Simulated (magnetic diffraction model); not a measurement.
## Solving a magnetic structure from powder neutron data: Er2Ge5MoRu2

Space group Ibam (no. 72), a = 9.8400 Å, b = 12.2860 Å, c = 5.7880 Å.

| site | atom | x | y | z |
| --- | --- | --- | --- | --- |
| 8j | Er | 0.2638 | 0.1358 | 1/2 |
| 8j | Ru | 0.5913 | 0.8556 | 0 |
| 4a | Mo | 0 | 0 | 3/4 |
| 8j | Ge | 0.8266 | 0.9150 | 0 |
| 8g | Ge | 1/2 | 0.2872 | 1/4 |
| 4b | Ge | 1/2 | 0 | 3/4 |

The compound is invented for this exercise: a known structure type with other elements, its cell scaled to their sizes and not relaxed.

Only Er is taken to order (form factors of Er3+); orders and moment sizes are assumed, and not adapted to the symmetry. Radiation: neutrons of λ = 2.36 Å, 8° to 55°; isotropic B of 0.47 Å² (Er), 0.72 Å² (Ru), 0.49 Å² (Mo) and 0.61 Å² (Ge). The intensities are simulated: I ∝ L Σ (|F_N|² + |F_M⊥|²) for unpolarised neutrons, with F_M = 2.695 fm/μB × Σ f(s) S exp(2πi Q·r) exp(−B s²) at Q = H ± k (one set where k and −k are equivalent), only the part normal to Q counting and L = 1/(sin²θ cos θ). For collinear order S is the moment m, which repeats by lattice and centring translations R with the sign exp(−2πi k·R). Form factors are spin-only for 3d ions and dipole or tabulated for f ions, scattering lengths are Sears's of 1992, and absorption is left out. A label names one of the reflections at its angle. The strongest nuclear line in the range is 100, and lines under 0.2 are left out.

Above the ordering temperature:

```tsv
2θ (°)	index	I
17.68	(1 1 0)	0.2
22.15	(0 2 0)	1.2
27.75	(2 0 0)	16.5
35.48	(1 2 1)	6.0
35.79	(2 2 0)	1.7
38.43	(2 1 1)	0.3
43.72	(3 1 0)	5.5
45.19	(0 4 0)	5.9
48.13	(0 0 2)	8.5
50.52	(2 3 1)	13.5
51.66	(1 1 2)	2.2
53.58	(0 2 2)	0.3
53.63	(1 4 1)	21.5
53.86	(2 4 0)	100.0
54.25	(3 2 1)	90.0
54.89	(3 3 0)	17.5
```

Below it (cell unchanged):

```csv
2θ (°),I
12.94,192.0
17.68,0.2
18.94,24.2
20.33,8.8
22.15,1.2
24.64,101.9
27.75,16.5
30.24,14.1
30.73,28.6
33.37,50.3
34.65,4.1
35.48,6.0
35.79,1.7
36.06,22.2
38.43,0.3
38.78,7.4
39.52,1.9
41.13,25.9
41.51,10.1
42.04,34.4
43.58,1.3
43.72,5.5
44.30,3.0
45.19,5.9
45.76,5.2
46.11,19.4
47.24,13.4
48.02,21.9
48.13,8.5
48.97,2.5
50.34,25.0
50.52,13.5
51.66,2.2
52.73,9.2
52.77,10.9
53.58,0.3
```
(The table stops after 36 lines; 7 more lie at higher angle.)

**Question.** Check that the new lines index with k = (0 1/2 1/2), then choose among these models:
A. collinear moments along [101], 6.5 μB on Er; signs + at (0.2638, 0.1358, 1/2), − at (0.7362, 0.8642, 1/2), + at (0.7362, 0.1358, 0), − at (0.2638, 0.8642, 0)
B. collinear moments along [001], 6.5 μB on Er; signs + at (0.2638, 0.1358, 1/2), − at (0.7362, 0.8642, 1/2), + at (0.7362, 0.1358, 0), − at (0.2638, 0.8642, 0)
C. collinear moments along [101], 6.5 μB on Er; signs + at (0.2638, 0.1358, 1/2), + at (0.7362, 0.8642, 1/2), + at (0.7362, 0.1358, 0), + at (0.2638, 0.8642, 0)
D. collinear moments along [001], 6.5 μB on Er; signs + at (0.2638, 0.1358, 1/2), + at (0.7362, 0.8642, 1/2), + at (0.7362, 0.1358, 0), + at (0.2638, 0.8642, 0)

The new lines index as (0 1/2 1/2) at 12.94°, (1 1/2 -1/2) at 18.94°, (0 3/2 -1/2) at 20.33° and (1 3/2 1/2) at 24.64°, that is as H ± k with k = (0 1/2 1/2), one of 2 inequivalent arms of its star (k and −k counted as one), which a powder can't tell apart. Half indices mean that the moments reverse under translations with k·R a half-integer, and the magnetic cell has twice the primitive volume.

Magnetic intensity, observed (below minus above) and for each model:

| 2θ (°) | index | observed | A | B | C | D |
| --- | --- | --- | --- | --- | --- | --- |
| 12.94 | (0 1/2 1/2) | 192.0 | 192.0 | 44.1 | 39.7 | 9.1 |
| 18.94 | (1 1/2 -1/2) | 24.2 | 24.2 | 29.4 | 113.2 | 137.6 |
| 20.33 | (0 3/2 -1/2) | 8.8 | 8.8 | 6.4 | 98.5 | 71.8 |
| 24.64 | (1 3/2 1/2) | 101.9 | 101.9 | 111.3 | 9.9 | 10.8 |
| 30.73 | (2 1/2 1/2) | 28.6 | 28.6 | 69.0 | 6.8 | 16.3 |
| 34.65 | (2 3/2 -1/2) | 4.1 | 4.1 | 7.4 | 33.9 | 61.4 |
| 42.04 | (1 3/2 -3/2) | 34.4 | 34.4 | 12.9 | 3.4 | 1.2 |
| 43.58 | (1 7/2 1/2) | 1.3 | 1.3 | 1.4 | 42.0 | 43.0 |

Model A matches.

The structure used: k = (0 1/2 1/2), collinear moments along [101], 6.5 μB on Er; signs + at (0.2638, 0.1358, 1/2), − at (0.7362, 0.8642, 1/2), + at (0.7362, 0.1358, 0), − at (0.2638, 0.8642, 0).

[Logs are printed without paths, hosts, clocks, repeated set-up lines and the standing remarks that a program may print on its own settings, such as how far it seeks lower states.]
